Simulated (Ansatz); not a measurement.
## NaTaS3 (model cell, started as cubic perovskite with Ta in the octahedra): a soft mode frozen in

Wanted: the energy along a soft mode of NaTaS3 (model cell, started as cubic perovskite with Ta in the octahedra) and the structure at the end.

Method: DFT PBE, scalar-relativistic, plane waves, PAW; PAW set soft_1, in Ansatz 0.2.0.

Report form: the programs' logs are mostly left out.

The structure was built from a prototype and need not be the compound's stable phase.

## (1) The starting structure

The structure is cubic, space group Pm-3m (No. 221). The conventional cell has a = 4.834 Å, b = 4.834 Å, c = 4.834 Å, α = 90.00°, β = 90.00°, γ = 90.00°. Nearest to Na lie 12 S at 3.42 Å. Nearest to Ta lie 6 S at 2.42 Å. Nearest to S lie 2 Ta at 2.42 Å and 4 Na at 3.42 Å. Farther neighbours and most contacts between anions are not listed.

## (2) Response at finite wavevector

The cell comes from relaxations at this level that are not shown. Stability and thermal properties need the whole zone. Linear response on a 2×2×2 q mesh gives force constants as far as a supercell of that size would.

File input.yaml:

```yaml
crystal:
  lattice:
    - [4.8341712185, 0.0, 0.0]
    - [0.0, 4.8341712185, 0.0]
    - [0.0, 0.0, 4.8341712185]
  atoms:
    - { symbol: Na, position: [0.0, 0.0, 0.0] }
    - { symbol: Ta, position: [0.5, 0.5, 0.5] }
    - { symbol: S, position: [0.5, 0.5, 0.0] }
    - { symbol: S, position: [0.5, 0.0, 0.5] }
    - { symbol: S, position: [0.0, 0.5, 0.5] }
kpoints:
  mp_grid: { grid: [8, 8, 8] }
hamiltonian:
  xc: pbe
  pseudopotentials: { kind: paw, azcp: { folder: soft_1 } }
scf:
  occupations: { method: methfessel_paxton, width: 0.2 }
output:
  eigenvalues: true
phonons:
  method: dfpt
  qmesh: [2, 2, 2]
  temperatures: { t_max: 1000, t_step: 50 }
  qpath:
    path:
      - [[0.0, 0.0, 0.0], [0.0, 0.5, 0.0], [0.5, 0.5, 0.0], [0.0, 0.0, 0.0], [0.5, 0.5, 0.5], [0.0, 0.5, 0.0]]
      - [[0.5, 0.5, 0.5], [0.5, 0.5, 0.0]]
    npoints: 10
```

Command:

```console
ansatz run input.yaml --threads 4 --pin off --max-ram 16384MiB --backend cpu --events-out ev --progress --plain --runs-dir out
```

Elapsed: 3.6 min, on 4 threads of Arm Neoverse V1, shared host; peak memory 1.1 GiB; 14 min of CPU time.

This step gave:

- volume per atom: 22.59 Å³
- gap on the k-mesh: 0 eV
- sum-rule residual before enforcement: 2.31e-5 eV/Å²
- lowest frequency on the path: -143.0 cm⁻¹
- point group: m-3m
- highest frequency on the path or at a solved wavevector: 493.0 cm⁻¹
- highest optical mode at the zone centre (no LO-TO term): 330.7 cm⁻¹
- lowest optical zone-centre mode: -41.34 cm⁻¹
- lowest mode on the q mesh (acoustic modes at Γ apart): -143.0 cm⁻¹

Frequencies (cm⁻¹) solved at each irreducible wavevector; negative means imaginary. Frequencies by wavevector, by row:

```csv
q in reciprocal lattice units,star,mode 1,mode 2,mode 3,mode 4,mode 13,mode 14,mode 15
0 0 0,1,-41.3,-41.3,-41.3,-31.8,330.7,330.7,330.7
0 0 -0.5,3,-33.5,-33.5,-29.5,-29.5,324.9,324.9,432.5
0 -0.5 -0.5,3,-108.3,-36.9,-25.9,-22.2,208.1,319,467.5
-0.5 -0.5 -0.5,1,-143,-143,-108.6,-108.6,205,205,493
```

Interpolated from a 2×2×2 q mesh. Phonon branches along the path, in cm⁻¹:

```csv
point,branch 1,branch 2,branch 3,branch 4,branch 12,branch 13,branch 14,branch 15
Γ,-41,-41,-41,-32,91,331,331,331
halfway,-36,-36,-25,-25,139,328,328,380
X,-34,-34,-30,-30,194,325,325,432
halfway,-47,-33,-30,-29,202,263,322,451
M,-108,-37,-26,-22,183,208,319,468
halfway,-33,-30,-29,-23,175,295,326,418
Γ,-41,-41,-41,-32,91,331,331,331
halfway,-38,-38,-33,-12,180,271,271,451
R,-143,-143,-109,-109,205,205,205,493
halfway,-56,-39,-32,-26,204,221,242,474
X,-34,-34,-30,-30,194,325,325,432
jump to R,-143,-143,-109,-109,205,205,205,493
halfway,-108,-44,-44,-23,196,196,207,487
M,-108,-37,-26,-22,183,208,319,468
```

Symmetry leaves 4 wavevectors to solve. The lowest mode among them, the acoustic zeros apart, lies at q = (-0.5, -0.5, -0.5) and is imaginary, 143.0i cm⁻¹, so the energy falls along it.

## (3) The mode frozen in, largest atomic shift 0 Å

The mode followed lies at q = (-0.5, -0.5, -0.5) with frequency 108.6i cm⁻¹ and is 3-fold degenerate, one of the unstable modes though not the softest. At small amplitude the distorted cell has space group no. 140 by a symmetry search on the positions. The undistorted cell that holds it gives the zero of energy on the same k mesh.

System of this step: NaTaS3 (model cell, started as cubic perovskite with Ta in the octahedra). It takes space group Pm-3m (No. 221, cubic). Conventional cell: a = 4.834 Å, b = 4.834 Å, c = 4.834 Å, α = 90.00°, β = 90.00°, γ = 90.00°. Na has 12 S at 3.42 Å nearest. Nearest to Ta lie 6 S at 2.42 Å. S has 2 Ta at 2.42 Å and 4 Na at 3.42 Å nearest. Farther neighbours and most contacts between anions are not listed.

input.yaml, the sections that differ from step 2:

```yaml
crystal:
  lattice:
    - [4.8341712185, 4.8341712185, 0.0]
    - [4.8341712185, 0.0, 4.8341712185]
    - [4.8341712185, 0.0, -4.8341712185]
  atoms:
    - { symbol: Na, position: [0.0, 0.0, 0.0] }
    - { symbol: Na, position: [0.0, 0.5, 0.5] }
    - { symbol: Ta, position: [0.5, 0.25, 0.75] }
    - { symbol: Ta, position: [0.5, 0.75, 0.25] }
    - { symbol: S, position: [0.5, 0.0, 0.0] }
    - { symbol: S, position: [0.5, 0.5, 0.5] }
    - { symbol: S, position: [0.0, 0.5, 0.0] }
    - { symbol: S, position: [0.0, 0.0, 0.5] }
    - { symbol: S, position: [0.5, 0.0, 0.5] }
    - { symbol: S, position: [0.5, 0.5, 0.0] }
output:
  forces: true
  stress: true
  eigenvalues: true
# kpoints, hamiltonian, scf: as in step 2
# phonons: removed
```

Wall time 5.6 s (4 threads); peak memory 0.71 GiB; 22 s of CPU time.

Numbers from this step:

```
pressure                         : -0.08120 GPa
gap on the k-mesh                : 0.01873 eV
energy from the undistorted cell : 0 meV/atom
```

The run ends at a pressure of -0.08 GPa.

## (4) The mode frozen in, largest atomic shift 0.6 Å

The atoms are moved along the unstable eigenvector, the largest shift by 0.6 Å, with the cell fixed.

input.yaml, the sections that differ from step 3:

```yaml
crystal:
  lattice:
    - [4.8341712185, 4.8341712185, 0.0]
    - [4.8341712185, 0.0, 4.8341712185]
    - [4.8341712185, 0.0, -4.8341712185]
  atoms:
    - { symbol: Na, position: [0.0, 0.0, 0.0] }
    - { symbol: Na, position: [0.0, 0.5, 0.5] }
    - { symbol: Ta, position: [0.5, 0.25, 0.75] }
    - { symbol: Ta, position: [0.5, 0.75, 0.25] }
    - { symbol: S, position: [0.5, 0.0620582074, 0.0620582074] }
    - { symbol: S, position: [0.5, 0.4379417926, 0.4379417926] }
    - { symbol: S, position: [0.0, 0.5, 0.0] }
    - { symbol: S, position: [0.0, 0.0, 0.5] }
    - { symbol: S, position: [0.5, -0.0620582074, 0.5620582074] }
    - { symbol: S, position: [0.5, 0.5620582074, -0.0620582074] }
# kpoints, hamiltonian, scf, output: as in step 3
```

Run time: 11 s. Hardware: 4 threads; peak memory 0.88 GiB; 43 s of CPU time.

This step gave:

```
pressure                         : -3.500 GPa
gap on the k-mesh                : 0 eV
energy from the undistorted cell : -47.95 meV/atom
```

The energy, extrapolated to zero smearing, is -47.95 meV/atom against the undistorted cell.

The run ends at a pressure of -3.50 GPa, with forces up to 0.017 eV/Å.

## (5) Energy along the mode, all amplitudes (two of the runs are shown above)

An imaginary frequency means negative curvature, so the energy should fall and then rise again as anharmonic terms take over.

Numbers from this step:

```
depth at the lowest point sampled  : 47.95 meV/atom
largest atomic shift at that point : 0.6 Å
```

The energy from the parent by largest atomic shift:

```csv
largest atomic shift (Å),energy from the parent (meV/atom)
0.000,0
0.040,-0.393
0.080,-1.58
0.140,-4.92
0.220,-12.3
0.320,-24.3
0.450,-39.2
0.600,-47.9
```

Displacement at unit largest shift by atom:

```
atom  x (Å)  y (Å)  z (Å)  size
 Na1   0.00   0.00   0.00  0.00
 Na2   0.00   0.00   0.00  0.00
 Ta3   0.00   0.00   0.00  0.00
 Ta4   0.00   0.00   0.00  0.00
  S5   1.00   0.00   0.00  1.00
  S6  -1.00   0.00   0.00  1.00
  S7   0.00   0.00   0.00  0.00
  S8   0.00   0.00   0.00  0.00
  S9   0.00   0.00  -1.00  1.00
 S10   0.00   0.00   1.00  1.00
```

The lowest of the steps tried is the last one, at 0.6 Å, 47.9 meV/atom below the parent; the bottom of the well need not coincide with a step.

## (6) Relaxing from the distorted cell

Starting from the lowest point found, all atoms and the cell are let go, so that strain and other modes of the same symmetry can join in.

Edit input.yaml of step 4 so:

```diff
@@ -27 +27,6 @@
   eigenvalues: true
+relax:
+  adjacent_minimum: "off"
+  f_tol: 0.002
+  max_steps: 120
+  cell: { stress_tol: 0.03 }
```

Elapsed: 71 s, on 4 threads; peak memory 0.92 GiB.

Relaxation path:

| step | energy less that of the first step (eV) | largest force component (eV/Å) | pressure (GPa) | volume (Å³) |
| --- | --- | --- | --- | --- |
| 1 | 0.0000 | 0.0174 | -3.50 | 225.94 |
| 2 | -0.2201 | 0.2283 | 1.06 | 211.20 |
| 3 | -0.2805 | 0.0065 | 0.10 | 209.72 |
| 4 | -0.2816 | 0.0043 | 0.03 | 209.51 |
| 5 | -0.2816 | 0.0004 | 0.00 | 209.62 |
| 6* | -0.2801 | 0.0006 | 0.00 | 209.62 |

Relaxation steps marked * repeat the geometry before them on a plane-wave basis chosen anew for their cell, so energy and pressure can jump there.

The run keeps the 16 symmetry operations that it works with, so distortions that break them were not tested.

```
conventional cell, symmetrised  before  after  change
                         a (Å)   6.837  6.547  -4.2 %
                         b (Å)   6.837  6.547  -4.2 %
                         c (Å)   9.668  9.782  +1.2 %
              volume (Å³/atom)   22.59  20.96  -7.2 %
```

The atoms that moved most (Å, as changes of fractional coordinates times the final cell):

```csv
atom,dx,dy,dz,length
S10,0.000,0.000,0.176,0.176
S9,0.000,0.000,-0.176,0.176
S5,0.176,0.000,0.000,0.176
S6,-0.176,0.000,0.000,0.176
```

Numbers from this step:

| Quantity | Value |
| --- | --- |
| pressure | 0.001661 GPa |
| volume per atom | 20.96 Å³ |

The distorted start has space group I4/mcm; the relaxation ends in I4/mcm.

## (7) The new phase in its own primitive cell

The relaxed structure is symmetrised, reduced to its primitive cell and relaxed tightly, as its phonons need.

input.yaml, the sections that differ from step 6:

```yaml
crystal:
  lattice:
    - [-3.273302323, 3.273302323, 4.8909273369]
    - [3.273302323, -3.273302323, 4.8909273369]
    - [3.273302323, 3.273302323, -4.8909273369]
  atoms:
    - { symbol: Na, position: [0.75, 0.25, 0.5] }
    - { symbol: Na, position: [0.25, 0.75, 0.5] }
    - { symbol: Ta, position: [0.0, 0.0, 0.0] }
    - { symbol: Ta, position: [0.5, 0.5, 0.0] }
    - { symbol: S, position: [0.6689182087, 0.1689182087, 0.8378364174] }
    - { symbol: S, position: [0.3310817913, 0.8310817913, 0.1621635826] }
    - { symbol: S, position: [0.75, 0.75, 0.0] }
    - { symbol: S, position: [0.25, 0.25, 0.0] }
    - { symbol: S, position: [0.1689182087, 0.3310817913, 0.5] }
    - { symbol: S, position: [0.8310817913, 0.6689182087, 0.5] }
relax:
  adjacent_minimum: "off"
  f_tol: 0.001
  max_steps: 60
  cell: { stress_tol: 0.01 }
# kpoints, hamiltonian, scf, output: as in step 6
```

It took 25 s on 4 threads; peak memory 0.87 GiB; 97 s of CPU time.

Little changed from the start: no atom moved by 0.005 Å and no cell edge by 0.1 %.

Numbers from this step:

```
pressure : 0.001657 GPa
```

The largest force component left is 0.43 meV/Å and the pressure is 0.002 GPa, within the tolerances set. The cell now holds 20.96 Å³/atom.

## (8) Modes of the new phase

A relaxed structure may still be a saddle point, so its zone-centre modes are computed. No field response is asked, since the mesh shows no gap.

Edit input.yaml of step 7 so:

```diff
@@ -24,9 +24,4 @@
 output:
-  forces: true
-  stress: true
   eigenvalues: true
-relax:
-  adjacent_minimum: "off"
-  f_tol: 0.001
-  max_steps: 60
-  cell: { stress_tol: 0.01 }
+phonons:
+  method: dfpt
```

Wall time 14 min (4 threads); peak memory 7 GiB.

This step gave:

| Item | Value |
| --- | --- |
| sum-rule residual before enforcement | 9.37e-5 eV/Å² |
| point group | 4/mmm |
| highest optical mode at the zone centre (no LO-TO term) | 462.8 cm⁻¹ |
| lowest optical zone-centre mode | -128.4 cm⁻¹ |

Patterns of degenerate modes are one choice out of their space. The modes at Γ (shares of kinetic energy by element, %) (negative means imaginary):

```csv
mode,frequency (cm⁻¹),symmetry,Na %,Ta %,S %
1,-128.4,A2u,6,39,55
2,-51.7,Eg,22,0,78
3,-51.7,Eg,22,0,78
4,-30.2,Eu,5,46,48
5,-30.2,Eu,5,46,48
6,0.0,acoustic,8,60,32
7,0.0,acoustic,8,60,32
8,0.0,acoustic,8,60,32
9,76.2,Eu,84,1,15
10,76.2,Eu,84,1,15
11,91.4,Eg,76,0,24
12,91.4,Eg,76,0,24
13,129.6,Eu,3,25,72
14,129.6,Eu,3,25,72
15,135.0,A2g,0,0,100
16,152.2,B2g,86,0,14
17,154.0,B1u,0,0,100
18,156.3,A1u,0,100,0
19,176.3,A2u,85,0,14
20,176.9,A1g,0,0,100
21,186.2,Eu,0,67,33
22,186.2,Eu,0,67,33
23,220.2,Eg,2,0,98
24,220.2,Eg,2,0,98
25,228.5,B2g,14,0,86
26,281.9,Eu,0,1,99
27,281.9,Eu,0,1,99
28,305.4,A2u,1,0,98
29,325.5,B1g,0,0,100
30,462.8,A2g,0,0,100
```

Displacements in mode 1 (-128.4 cm⁻¹), the largest set to 1:
```
Na1  0.00  0.00 -0.62
Na2  0.00  0.00 -0.62
Ta3  0.00  0.00  0.58
Ta4  0.00  0.00  0.58
S5   0.00  0.00 -1.00
S6   0.00  0.00 -1.00
S7   0.00  0.00 -0.83
S8   0.00  0.00 -0.83
S9   0.00  0.00 -1.00
S10  0.00  0.00 -1.00
```

Displacements in mode 23 (220.2 cm⁻¹), the largest set to 1:
```
Na1  0.01 -0.28  0.00
Na2 -0.01  0.28  0.00
Ta3  0.00  0.00  0.00
Ta4  0.00  0.00  0.00
S5   0.00  0.00 -0.88
S6   0.00  0.00  0.88
S7  -0.04 -1.00  0.00
S8   0.04  1.00  0.00
S9   0.00  0.00  0.96
S10  0.00  0.00 -0.96
```

Before it was imposed, the acoustic sum rule was missed by 9.4e-5 eV/Å². Small misses are needed for a sound result but don't prove that mesh and cutoff are converged. The lowest optical mode is imaginary, 128.4i cm⁻¹, so the energy falls along it.

## (9) Summary of results

| Quantity | Value |
| --- | --- |
| unstable mode of the parent | q = (-0.5, -0.5, -0.5), 109i cm⁻¹ |
| depth at the lowest point sampled | 47.9 meV/atom |
| largest atomic shift at that point | 0.6 Å |
| space group reached (within 0.01 Å) | I4/mcm |
| energy gained over the parent (first relaxation, on the mesh of the frozen mode) | 76.1 meV/atom |
| volume per atom, phase reached | 21.0 Å³ |
| lowest optical zone-centre mode, phase reached | -128 cm⁻¹ |
| highest optical mode at the zone centre (no LO-TO term), phase reached | 463 cm⁻¹ |

Along this mode the structure falls into I4/mcm, 76.1 meV/atom below the parent. At the parent's cell the well is 47.95 meV/atom deep on the steps tried, with its lowest point at a shift of 0.6 Å. That is the last step tried, so the steps alone don't bracket the bottom of the well. Relaxing atoms and cell changes the gain by +28.15 meV/atom against the lowest step (energies at zero smearing). The new phase still has an imaginary mode at the zone centre of its cell, so it is a saddle point on the way to a lower structure. Of the 6 patterns followed to their end from this parent, this one ends 3.41 meV/atom above the lowest, Imma. Each path keeps the symmetry of its pattern, so a lower phase may lie along a pattern not tried. With no gap, or one that is small against the smearing, the frequencies hang on the k mesh and the smearing, most of all near Kohn anomalies. A semilocal functional can close a gap that the real compound would have, so the metallic treatment may be an artefact of the level. Spin-orbit coupling is left out, which can matter for the heavy elements here. A phonon run warned that its eigensolver left some bands unconverged in a pass. The starting cell was built on a prototype and not taken from a measurement, so the phase need not exist.

[Logs are printed without paths, hosts, clocks, repeated set-up lines and the standing remarks that a program may print on its own settings, such as how far it seeks lower states.]

[Hosts, paths, dates, database ids (printed as entryN), source tags and the programs' standing remarks are cut or masked in the printed files.]
